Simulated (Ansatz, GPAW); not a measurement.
# What relaxation does to the transmission of 10 junctions

A junction put together from bond lengths is quick to compute. How far is its transmission from that of the relaxed structure, and is geometry or basis the larger error?

Set-up. Relaxation with plane waves (Ansatz 0.2.0, PBE, force components under 0.03 eV/Å), lead ends held. Transmission: GPAW 26.7.0 in a basis of numerical atomic orbitals with PAW setups; lead and junction are solved self-consistently in repeated cells 9 Å or more across, their Hamiltonian and overlap matrices go into Green's functions with semi-infinite leads (ASE), and T is the Landauer transmission at zero bias, at the junction cell's Fermi level, for one spin or as the mean of both where a run is spin-polarised.

What came out:

| junction | largest move (Å) | T as built, dzp | T relaxed, dzp | T relaxed, sz |
| --- | --- | --- | --- | --- |
| benzene-1,4-diamine between two Ir chains | 1.41 | 0.197 | 0.0134 | 0.122 |
| 1,3-diethynylbenzene between two Pd chains | 1.30 | 0.216 | 0.154 | 0.00851 |
| Ga chain with an S atom bridging one bond | 1.23 | 1.06 | 1.01 | 1.02 |
| Pd chain with a Ti atom bridging one bond | 1.13 | 1.26 | 0.994 | 0.945 |
| benzene-1,4-diamine between two Cu chains | 1.09 | 0.0715 | 0.00617 | 0.0358 |
| Pb chain with an H atom on top of one atom | 1.05 | 2.2 | 1.88 | 1.9 |
| CN in line between two Ga chains | 0.92 | 2 | 0.555 | 0.546 |
| Sn chain with one Pt atom in line | 0.85 | 2.2 | 1.54 | 1.6 |
| Pb chain with two Cu atoms in line | 0.80 | 1.05 | 0.995 | 1.01 |
| Pt chain with one Ni atom in line | 0.48 | 3.07 | 2.03 | 1.65 |

**Reading.** Relaxation raises T in 0 junctions, lowers it in 9 and leaves it within 5 % in 1. The largest change as a ratio is for benzene-1,4-diamine between two Ir chains, from 0.197 to 0.0134. Moves over 0.6 Å, in 9 junctions, go beyond an adjustment of bond lengths: chain atoms buckled, a molecule turned or bonds were remade. In 9 of 10 cases the geometry matters more than the step from dzp to the minimal basis. The largest move doesn't predict the size of the change (r = 0.36).

**Limits.** The cell length was held, so a junction may stay under tension or compression; one local minimum was found. An evenly spaced straight chain is an idealisation of an electrode: free chains dimerise or zigzag, and their density of states has sharper edges than a bulk metal's. Only 4 of the runs were spin-polarised; the others may miss a magnetic state. Spin-polarised runs started from parallel moments; another order may lie lower. Spin-orbit coupling is left out, which matters for the heavier atoms here. Junctions whose dzp lead is shut at the Fermi level or whose end layer misses the lead by over 0.25 eV were left out, as were moves over 1.5 Å.
